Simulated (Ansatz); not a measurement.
# Rb3Br2F: complex band structure

Aim: relax a made-up compound, Rb3Br2F, and see how good a tunnel barrier it would be. It is built by putting F for Cl in the Rb3Br2Cl structure of space group I4/mmm, with the volume rescaled by atomic radii. The parent structure comes from the Materials Project.

Main program and level: Ansatz 0.2.0; PBE DFT, plane waves, PAW files, in the first sound run; inputs show where later runs differ.

Most raw output is cut from this account.

The structure was built from a prototype and need not be the compound's stable phase.

## Step 1: The starting structure

It takes space group I4/mmm (No. 139, tetragonal). Conventional cell: a = 4.747 Å, b = 4.747 Å, c = 20.096 Å, α = 90.00°, β = 90.00°, γ = 90.00°. Rb has 1 F at 3.29 Å and 5 Br at 3.36 to 3.41 Å nearest. Nearest to Rb lie 2 Br at 3.35 Å and 4 F at 3.36 Å. Br has 6 Rb at 3.35 to 3.41 Å nearest. F has 6 Rb at 3.29 to 3.36 Å nearest. It derives from Rb3Br2Cl. F for Cl in the Rb3Br2Cl structure of space group I4/mmm. Farther neighbours and most contacts between anions are not listed.

## Step 2: Cell and atoms at rest

The substituted atoms don't fit the parent's cell, so cell and atoms relax together. A small smearing keeps the run stable in case the gap closes on the way.

The input, input.yaml:

```yaml
crystal:
  lattice:
    - [-2.3737237597, 2.3737237597, 10.0478951377]
    - [2.3737237597, -2.3737237597, 10.0478951377]
    - [2.3737237597, 2.3737237597, -10.0478951377]
  atoms:
    - { symbol: Rb, position: [0.66363652, 0.66363652, 0.0] }
    - { symbol: Rb, position: [0.0, 0.0, 0.0] }
    - { symbol: Rb, position: [0.33636348, 0.33636348, 0.0] }
    - { symbol: Br, position: [0.8330996, 0.8330996, 0.0] }
    - { symbol: Br, position: [0.1669004, 0.1669004, 0.0] }
    - { symbol: F, position: [0.5, 0.5, 0.0] }
kpoints:
  mp_grid: { grid: [6, 6, 6] }
scf:
  occupations: { method: gaussian, width: 0.03 }
hamiltonian:
  xc: pbe
output:
  forces: true
  stress: true
relax:
  f_tol: 0.02
  max_steps: 60
  cell: {}
```

Run with:

```sh
ansatz run input.yaml --threads 2 --pin off --max-ram 4096MiB --backend cpu --events-out ev --progress --plain --runs-dir out
```

It took 25 s on 2 threads of Intel Xeon 6975P-C (Granite Rapids), shared host; peak memory 0.59 GiB; 47 s of CPU time.

The steps of the relaxation:

| step | energy less that of the first step (eV) | largest force component (eV/Å) | pressure (GPa) | volume (Å³) |
| --- | --- | --- | --- | --- |
| 1 | 0.0000 | 0.3382 | 0.15 | 226.46 |
| 2 | -0.0905 | 0.1517 | -0.04 | 225.55 |
| 3 | -0.1145 | 0.0959 | 0.18 | 222.10 |
| 4 | -0.1201 | 0.0120 | -0.02 | 225.27 |
| 5* | -0.1202 | 0.0121 | -0.02 | 225.27 |
| 6 | -0.1205 | 0.0043 | 0.01 | 224.87 |
| 7* | -0.1203 | 0.0043 | 0.01 | 224.87 |

Relaxation steps marked * repeat the geometry before them on a plane-wave basis chosen anew for their cell, so energy and pressure can jump there.

The run keeps the 16 symmetry operations that it works with, so distortions that break them were not tested.

| conventional cell, symmetrised | before | after | change |
| --- | --- | --- | --- |
| a (Å) | 4.747 | 4.797 | +1.0 % |
| b (Å) | 4.747 | 4.797 | +1.0 % |
| c (Å) | 20.096 | 19.544 | -2.7 % |
| volume (Å³/atom) | 37.74 | 37.48 | -0.7 % |

The atoms that moved most (Å, as changes of fractional coordinates times the final cell):

| atom | dx | dy | dz | length |
| --- | --- | --- | --- | --- |
| Rb1 | 0.000 | 0.000 | -0.297 | 0.297 |
| Rb3 | 0.000 | 0.000 | 0.297 | 0.297 |
| Br5 | 0.000 | 0.000 | 0.023 | 0.023 |
| Br4 | 0.000 | 0.000 | -0.023 | 0.023 |

Final coordinates:

```cif
data_structure
_symmetry_space_group_name_H-M 'P 1'
_symmetry_Int_Tables_number 1
_cell_length_a 10.3441
_cell_length_b 10.3441
_cell_length_c 10.3441
_cell_angle_alpha 153.185
_cell_angle_beta 153.185
_cell_angle_gamma 38.285
_cell_volume 224.87
loop_
_atom_site_label
_atom_site_type_symbol
_atom_site_fract_x
_atom_site_fract_y
_atom_site_fract_z
_atom_site_occupancy
Rb1 Rb 0.64843 0.64843 0.00000 1
Rb2 Rb 0.00000 0.00000 0.00000 1
Rb3 Rb 0.35157 0.35157 0.00000 1
Br4 Br 0.83193 0.83193 0.00000 1
Br5 Br 0.16807 0.16807 0.00000 1
F6 F 0.50000 0.50000 0.00000 1
```

Numbers from this step:

* free energy: -16185.9078 eV
* Fermi energy: 3.081 eV
* pressure: 0.006101 GPa

The largest force component on a free atom ends at 0.0043 eV/Å.

## Step 3: Band edges

The energy window and the wavevectors of the next steps follow from the band edges, so these are searched first, off the mesh as well.

The input, input.yaml:

```yaml
crystal:
  lattice:
    - [-2.3984967542, 2.3984967542, 9.7721368585]
    - [2.3984967542, -2.3984967542, 9.7721368585]
    - [2.3984967542, 2.3984967542, -9.7721368585]
  atoms:
    - { symbol: Rb, position: [0.6484349851, 0.6484349851, 0.0] }
    - { symbol: Rb, position: [0.0, 0.0, 0.0] }
    - { symbol: Rb, position: [0.3515650149, 0.3515650149, 0.0] }
    - { symbol: Br, position: [0.8319268187, 0.8319268187, 0.0] }
    - { symbol: Br, position: [0.1680731813, 0.1680731813, 0.0] }
    - { symbol: F, position: [0.5, 0.5, 0.0] }
kpoints:
  mp_grid: { grid: [8, 8, 8] }
  band_path: { path: [VBM, CBM], npoints: 30 }
scf:
  occupations: { method: fixed }
hamiltonian:
  xc: pbe
output:
  eigenvalues: true
  write_potential: true
  write_density: true
  volumetric_format: npy
```

The job ended after 9.7 s (2 threads; peak memory 0.68 GiB).

This step gave:

| Quantity | Value |
| --- | --- |
| free energy | -16185.9081 eV |
| Fermi energy | 1.037 eV |
| gap on the k-mesh | 4.088 eV |
| gap on path | 4.088 eV, by band count; negative where bands overlap |
| direct gap on path | 4.088 eV |
| edge places on path | 0, 0 1/A along the path |

Levels at VBM (eV): -0.75, -0.66, -0.55, -0.55, -0.16, -0.16, -0.11, 0.00, 0.00, 4.09, 6.00, 6.01, 6.18, 6.40, 7.55.

The searched edges give 4.09 eV, as on the mesh.

## Step 4: Complex bands

This step: PBE DFT, plane waves, PAW files; complex bands by layer matching along the plane's normal (Ansatz 0.2.0).

The same crystal is laid in a cell whose first two vectors span the (001) plane (indices of the standard conventional cell, whose axes can be ordered otherwise than in the bulk input). At fixed energy and wavevector in the plane the solver finds all kz, real and complex. A few wavevectors are listed, (0, 0) and (0.5, 0) in units of the plane's reciprocal vectors; the slowest state needn't be among them.

The input, input.yaml:

```yaml
crystal:
  lattice:
    - [4.796993508, 0.0, 0.0]
    - [0.0, 4.796993508, 0.0]
    - [2.398496754, 2.398496754, 9.772136858]
  atoms:
    - { symbol: Rb, position: [0.3515650149, 0.3515650149, 0.2968699702] }
    - { symbol: Rb, position: [0.0, 0.0, 0.0] }
    - { symbol: Rb, position: [0.6484349851, 0.6484349851, 0.7031300298] }
    - { symbol: Br, position: [0.1680731813, 0.1680731813, 0.6638536374] }
    - { symbol: Br, position: [0.8319268187, 0.8319268187, 0.3361463626] }
    - { symbol: F, position: [0.5, 0.5, 0.0] }
kpoints:
  mp_grid: { grid: [6, 6, 6] }
scf:
  occupations: { method: fixed }
hamiltonian:
  xc: pbe
output:
  eigenvalues: true
  transmission:
    leads: [[0, 0]]
    kpoints: [[0.0, 0.0], [0.5, 0.0]]
    e_range: [-1.0, 5.09]
    de: 0.1
```

The job ended after 38 s (2 threads; peak memory 0.79 GiB; 55 s of CPU time).

This step gave:

```
level to which the leads are filled                       : 2.044 eV from the Fermi level
decay constant at the filling level, zone centre          : 0.3402 Å⁻¹
decay constant at the filling level, slowest listed point : 0.3402 Å⁻¹
```

K parallel (0, 0); values up to 1.5 1/Å, a degenerate pair printed once or twice; energies at which all values exceed this have no row. Im kz of the slowest decaying states against energy, zero at the highest filled level on the SCF mesh:

| energy (eV) | decay 1 (Å⁻¹) | decay 2 (Å⁻¹) | decay 3 (Å⁻¹) | decay 4 (Å⁻¹) |
| --- | --- | --- | --- | --- |
| -1.00 | 0.263 | 0.828 | 1.36 | 1.38 |
| -0.80 | 0.139 | 0.764 | 1.34 | 1.36 |
| -0.50 | 0.143 | 0.585 | 0.644 | 1.31 |
| -0.30 | 0.267 | 0.468 | 0.759 | 1.29 |
| 0.00 | 0.00505 | 0.134 | 0.353 | 0.843 |
| 0.20 | 0.209 | 0.388 | 0.469 | 0.879 |
| 0.40 | 0.252 | 0.415 | 0.561 | 0.906 |
| 0.70 | 0.292 | 0.445 | 0.628 | 0.936 |
| 0.90 | 0.310 | 0.460 | 0.654 | 0.950 |
| 1.20 | 0.328 | 0.478 | 0.679 | 0.967 |
| 1.40 | 0.335 | 0.487 | 0.689 | 0.975 |
| 1.60 | 0.339 | 0.494 | 0.695 | 0.981 |
| 1.90 | 0.341 | 0.503 | 0.700 | 0.988 |
| 2.10 | 0.339 | 0.507 | 0.700 | 0.991 |
| 2.40 | 0.331 | 0.511 | 0.698 | 0.982 |
| 2.60 | 0.323 | 0.513 | 0.694 | 0.953 |
| 2.80 | 0.311 | 0.513 | 0.689 | 0.923 |
| 3.10 | 0.287 | 0.513 | 0.679 | 0.876 |
| 3.30 | 0.266 | 0.511 | 0.671 | 0.844 |
| 3.60 | 0.220 | 0.507 | 0.657 | 0.792 |
| 3.80 | 0.175 | 0.503 | 0.647 | 0.755 |
| 4.00 | 0.101 | 0.498 | 0.635 | 0.716 |
| 4.30 | 0.490 | 0.616 | 0.652 | 0.759 |
| 4.50 | 0.484 | 0.602 | 0.606 | 0.736 |
| 4.80 | 0.0640 | 0.475 | 0.528 | 0.579 |
| 5.00 | 0.0534 | 0.468 | 0.468 | 0.562 |

K parallel (0.5, 0); values up to 1.5 1/Å, a degenerate pair printed once or twice; energies at which all values exceed this have no row. Im kz of the slowest decaying states against energy, zero at the highest filled level on the SCF mesh:

| energy (eV) | decay 1 (Å⁻¹) | decay 2 (Å⁻¹) | decay 3 (Å⁻¹) | decay 4 (Å⁻¹) |
| --- | --- | --- | --- | --- |
| -1.000 | 0.110 | 0.679 | 0.759 | - |
| -0.500 | 0.338 | 0.534 | - | - |
| 0.000 | 0.292 | 0.669 | 0.670 | - |
| 0.500 | 0.383 | 0.741 | 0.766 | - |
| 1.000 | 0.426 | 0.772 | 0.806 | 1.48 |
| 1.500 | 0.450 | 0.784 | 0.824 | 1.43 |
| 2.000 | 0.464 | 0.786 | 0.830 | 1.38 |
| 2.500 | 0.469 | 0.780 | 0.827 | 1.32 |
| 3.000 | 0.469 | 0.767 | 0.819 | 1.26 |
| 3.500 | 0.463 | 0.749 | 0.805 | 1.20 |
| 4.000 | 0.451 | 0.726 | 0.788 | 1.13 |
| 4.500 | 0.432 | 0.698 | 0.766 | 1.06 |
| 5.000 | 0.405 | 0.665 | 0.741 | 0.974 |

At the listed wavevectors the last open channel is at -0.20 eV and the next at +4.10 eV on the grid. At +2.00 eV, the grid energy nearest the filling level (the middle of the gap on the SCF mesh), the slowest state at the listed wavevectors decays with κ = 0.340 Å⁻¹, its amplitude falling by e over 2.9 Å. Through 1 nm of this crystal that state's transmission falls by exp(−2 × 0.340 Å⁻¹ × 10 Å) = 0.0011.

## Step 5: Band edges at another level

This step: PBEsol DFT, plane waves, PAW files (Ansatz 0.2.0).

The edges again with PBEsol, at the same atoms.

The input, input.yaml:

```yaml
crystal:
  lattice:
    - [-2.3984967542, 2.3984967542, 9.7721368585]
    - [2.3984967542, -2.3984967542, 9.7721368585]
    - [2.3984967542, 2.3984967542, -9.7721368585]
  atoms:
    - { symbol: Rb, position: [0.6484349851, 0.6484349851, 0.0] }
    - { symbol: Rb, position: [0.0, 0.0, 0.0] }
    - { symbol: Rb, position: [0.3515650149, 0.3515650149, 0.0] }
    - { symbol: Br, position: [0.8319268187, 0.8319268187, 0.0] }
    - { symbol: Br, position: [0.1680731813, 0.1680731813, 0.0] }
    - { symbol: F, position: [0.5, 0.5, 0.0] }
kpoints:
  mp_grid: { grid: [8, 8, 8] }
  band_path: { path: [VBM, CBM], npoints: 30 }
scf:
  occupations: { method: fixed }
hamiltonian:
  xc: pbesol
output:
  eigenvalues: true
```

Wall time 11 s (2 threads); peak memory 0.64 GiB; 21 s of CPU time.

Numbers from this step:

```yaml
free_energy: -15933.3017 eV
fermi_energy: 0.9412 eV
gap_on_the_k_mesh: 4.009 eV
gap_on_path: 4.009 eV, by band count; negative where bands overlap
direct_gap_on_path: 4.009 eV
```

Levels at VBM (eV): -0.77, -0.64, -0.52, -0.52, -0.17, -0.17, -0.11, 0.00, 0.00, 4.01, 5.90, 5.95, 6.07, 6.33, 7.50.

The searched edges give 4.01 eV, as on the mesh.

## Step 6: Complex bands at another level

This step: PBEsol DFT, plane waves, PAW files; complex bands by layer matching along the plane's normal (Ansatz 0.2.0).

The complex bands at that level, over its own gap, at (0, 0) and (0.5, 0).

The input, input.yaml:

```yaml
crystal:
  lattice:
    - [4.796993508, 0.0, 0.0]
    - [0.0, 4.796993508, 0.0]
    - [2.398496754, 2.398496754, 9.772136858]
  atoms:
    - { symbol: Rb, position: [0.3515650149, 0.3515650149, 0.2968699702] }
    - { symbol: Rb, position: [0.0, 0.0, 0.0] }
    - { symbol: Rb, position: [0.6484349851, 0.6484349851, 0.7031300298] }
    - { symbol: Br, position: [0.1680731813, 0.1680731813, 0.6638536374] }
    - { symbol: Br, position: [0.8319268187, 0.8319268187, 0.3361463626] }
    - { symbol: F, position: [0.5, 0.5, 0.0] }
kpoints:
  mp_grid: { grid: [6, 6, 6] }
scf:
  occupations: { method: fixed }
hamiltonian:
  xc: pbesol
output:
  eigenvalues: true
  transmission:
    leads: [[0, 0]]
    kpoints: [[0.0, 0.0], [0.5, 0.0]]
    e_range: [-1.0, 5.01]
    de: 0.1
```

Run time: 43 s. Hardware: 2 threads; peak memory 0.79 GiB; 60 s of CPU time.

Numbers from this step:

```yaml
level_to_which_the_leads_are_filled: 2.004 eV from the Fermi level
decay_constant_at_the_filling_level_zone_centre: 0.3335 Å⁻¹
decay_constant_at_the_filling_level_slowest_listed_point: 0.3335 Å⁻¹
```

K parallel (0, 0); values up to 1.5 1/Å, a degenerate pair printed once or twice; energies at which all values exceed this have no row. Table of Im kz of the slowest decaying states by energy, zero at the highest filled level on the SCF mesh:

| energy (eV) | decay 1 (Å⁻¹) | decay 2 (Å⁻¹) | decay 3 (Å⁻¹) | decay 4 (Å⁻¹) |
| --- | --- | --- | --- | --- |
| -1.000 | 0.259 | 0.828 | 1.35 | 1.37 |
| -0.500 | 0.118 | 0.558 | 0.581 | 1.30 |
| 0.000 | 0.00784 | 0.132 | 0.348 | 0.835 |
| 0.500 | 0.263 | 0.422 | 0.585 | 0.913 |
| 1.000 | 0.312 | 0.462 | 0.660 | 0.952 |
| 1.500 | 0.332 | 0.487 | 0.688 | 0.975 |
| 2.000 | 0.333 | 0.501 | 0.696 | 0.986 |
| 2.500 | 0.319 | 0.508 | 0.691 | 0.956 |
| 3.000 | 0.286 | 0.509 | 0.678 | 0.880 |
| 3.500 | 0.221 | 0.504 | 0.657 | 0.795 |
| 4.000 | 0.0314 | 0.494 | 0.630 | 0.700 |
| 4.500 | 0.480 | 0.587 | 0.596 | 0.723 |
| 5.000 | 0.442 | 0.464 | 0.555 | 0.666 |

K parallel (0.5, 0); values up to 1.5 1/Å, a degenerate pair printed once or twice; energies at which all values exceed this have no row. Im kz of the slowest decaying states against energy, zero at the highest filled level on the SCF mesh:

| energy (eV) | decay 1 (Å⁻¹) | decay 2 (Å⁻¹) | decay 3 (Å⁻¹) | decay 4 (Å⁻¹) |
| --- | --- | --- | --- | --- |
| -1.00 | 0.0754 | 0.676 | 0.758 | - |
| -0.80 | 0.102 | 0.572 | 0.677 | - |
| -0.50 | 0.263 | 0.388 | 0.512 | - |
| -0.30 | 0.174 | 0.434 | 0.566 | - |
| 0.00 | 0.288 | 0.665 | 0.666 | - |
| 0.20 | 0.336 | 0.702 | 0.716 | - |
| 0.40 | 0.367 | 0.727 | 0.750 | - |
| 0.70 | 0.400 | 0.751 | 0.782 | - |
| 0.90 | 0.416 | 0.762 | 0.796 | 1.48 |
| 1.20 | 0.434 | 0.773 | 0.811 | 1.45 |
| 1.40 | 0.443 | 0.778 | 0.818 | 1.43 |
| 1.60 | 0.45 | 0.780 | 0.822 | 1.41 |
| 1.90 | 0.458 | 0.781 | 0.825 | 1.38 |
| 2.10 | 0.462 | 0.780 | 0.826 | 1.36 |
| 2.40 | 0.465 | 0.776 | 0.824 | 1.33 |
| 2.60 | 0.466 | 0.772 | 0.822 | 1.30 |
| 2.80 | 0.466 | 0.767 | 0.819 | 1.28 |
| 3.10 | 0.464 | 0.757 | 0.812 | 1.24 |
| 3.30 | 0.462 | 0.750 | 0.807 | 1.22 |
| 3.60 | 0.457 | 0.738 | 0.798 | 1.18 |
| 3.80 | 0.452 | 0.728 | 0.791 | 1.15 |
| 4.00 | 0.446 | 0.718 | 0.783 | 1.12 |
| 4.30 | 0.436 | 0.701 | 0.770 | 1.08 |
| 4.50 | 0.427 | 0.688 | 0.761 | 1.05 |
| 4.80 | 0.412 | 0.667 | 0.747 | 1.00 |
| 5.00 | 0.399 | 0.650 | 0.736 | 0.966 |

At the listed wavevectors the last open channel is at -0.20 eV and the next at +4.10 eV on the grid. At +2.00 eV, the grid energy nearest the filling level (the middle of the gap on the SCF mesh), the slowest state at the listed wavevectors decays with κ = 0.334 Å⁻¹, its amplitude falling by e over 3.0 Å; the first such run, plane (001), gave 0.340 Å⁻¹.

## Step 7: The same cell, other settings

This step: PBE DFT, plane waves, PAW files; complex bands by layer matching along the plane's normal; changed: output.transmission.e_range = [-0.1, 0.1], output.transmission.de = 0.02, output.transmission.temperature = 900.0 (Ansatz 0.2.0).

This run repeats an earlier one, its twin (the complex run, plane (001)), with three settings changed (output.transmission.e_range, output.transmission.de, output.transmission.temperature; files written aside). It is meant to test what the energy window and step decide and how the leads' temperature enters. Where the input is shown as a difference, that is against the step before, not the twin.

input.yaml, as its differences from that of step 6:

```diff
@@ -17,3 +17,3 @@
 hamiltonian:
-  xc: pbesol
+  xc: pbe
 output:
@@ -23,3 +23,4 @@
     kpoints: [[0.0, 0.0], [0.5, 0.0]]
-    e_range: [-1.0, 5.01]
-    de: 0.1
+    e_range: [-0.1, 0.1]
+    de: 0.02
+    temperature: 900.0
```

Elapsed: 13 s, on 2 threads; peak memory 0.61 GiB.

This step gave:

* free energy: -16185.9081 eV
* Fermi energy: 1.037 eV
* gap on the k-mesh: 4.088 eV
* level to which the leads are filled: 2.044 eV from the Fermi level

K parallel (0, 0); values up to 1.5 1/Å, a degenerate pair printed once or twice; energies at which all values exceed this have no row. Im kz of the slowest decaying states against energy, zero at the highest filled level on the SCF mesh:

| energy (eV) | decay 1 (Å⁻¹) | decay 2 (Å⁻¹) | decay 3 (Å⁻¹) | decay 4 (Å⁻¹) |
| --- | --- | --- | --- | --- |
| -0.1000 | 0.0446 | 0.236 | 0.330 | 0.820 |
| -0.0800 | 0.0735 | 0.239 | 0.335 | 0.825 |
| -0.0600 | 0.0933 | 0.227 | 0.340 | 0.830 |
| -0.0400 | 0.109 | 0.193 | 0.344 | 0.834 |
| -0.0200 | 0.0966 | 0.122 | 0.349 | 0.839 |
| 0.0000 | 0.00529 | 0.134 | 0.353 | 0.843 |
| 0.0200 | 0.145 | 0.212 | 0.357 | 0.847 |
| 0.0400 | 0.154 | 0.277 | 0.361 | 0.851 |
| 0.0600 | 0.163 | 0.321 | 0.365 | 0.855 |
| 0.0800 | 0.171 | 0.354 | 0.368 | 0.859 |
| 0.1000 | 0.178 | 0.372 | 0.381 | 0.863 |

K parallel (0.5, 0); values up to 1.5 1/Å, a degenerate pair printed once or twice; energies at which all values exceed this have no row. The Im kz of the slowest decaying states by energy, zero at the highest filled level on the SCF mesh:

| energy (eV) | decay 1 (Å⁻¹) | decay 2 (Å⁻¹) | decay 3 (Å⁻¹) |
| --- | --- | --- | --- |
| -0.1000 | 0.252 | 0.629 | 0.645 |
| -0.0800 | 0.262 | 0.638 | 0.650 |
| -0.0600 | 0.270 | 0.647 | 0.655 |
| -0.0400 | 0.278 | 0.654 | 0.660 |
| -0.0200 | 0.285 | 0.662 | 0.665 |
| 0.0000 | 0.292 | 0.669 | 0.670 |
| 0.0200 | 0.298 | 0.674 | 0.675 |
| 0.0400 | 0.304 | 0.678 | 0.681 |
| 0.0600 | 0.309 | 0.682 | 0.687 |
| 0.0800 | 0.314 | 0.686 | 0.693 |
| 0.1000 | 0.319 | 0.690 | 0.698 |

## Step 8: What came out

| Item | Value |
| --- | --- |
| band gap | 4.09 eV |
| least decay constant at mid-gap, normal to (001) | 0.340 Å⁻¹ |
| least decay constant, PBEsol | 0.334 Å⁻¹ |

**Reading.** With PBE, the slowest decay at the wavevectors tried is κ = 0.340 Å⁻¹, normal to (001). Through such a film the transmission near mid-gap falls as exp(−2κd), a factor of ten every 3.4 Å. A free electron under a barrier of half the gap would need a mass of 0.22 mₑ to decay at this rate. With PBEsol the gap goes from 4.09 to 4.01 eV and the decay constant, over the first 2 listed wavevectors, from 0.340 to 0.334 Å⁻¹. The compound is made up by substitution; its stability against other phases and against distortions of the cell's symmetry was not tested. A semilocal functional narrows gaps, so real decay constants are likely larger.

[Logs are printed without paths, hosts, clocks, repeated set-up lines and the standing remarks that a program may print on its own settings, such as how far it seeks lower states.]

[Hosts, paths, dates, database ids (printed as entryN), source tags and the programs' standing remarks are cut or masked in the printed files.]
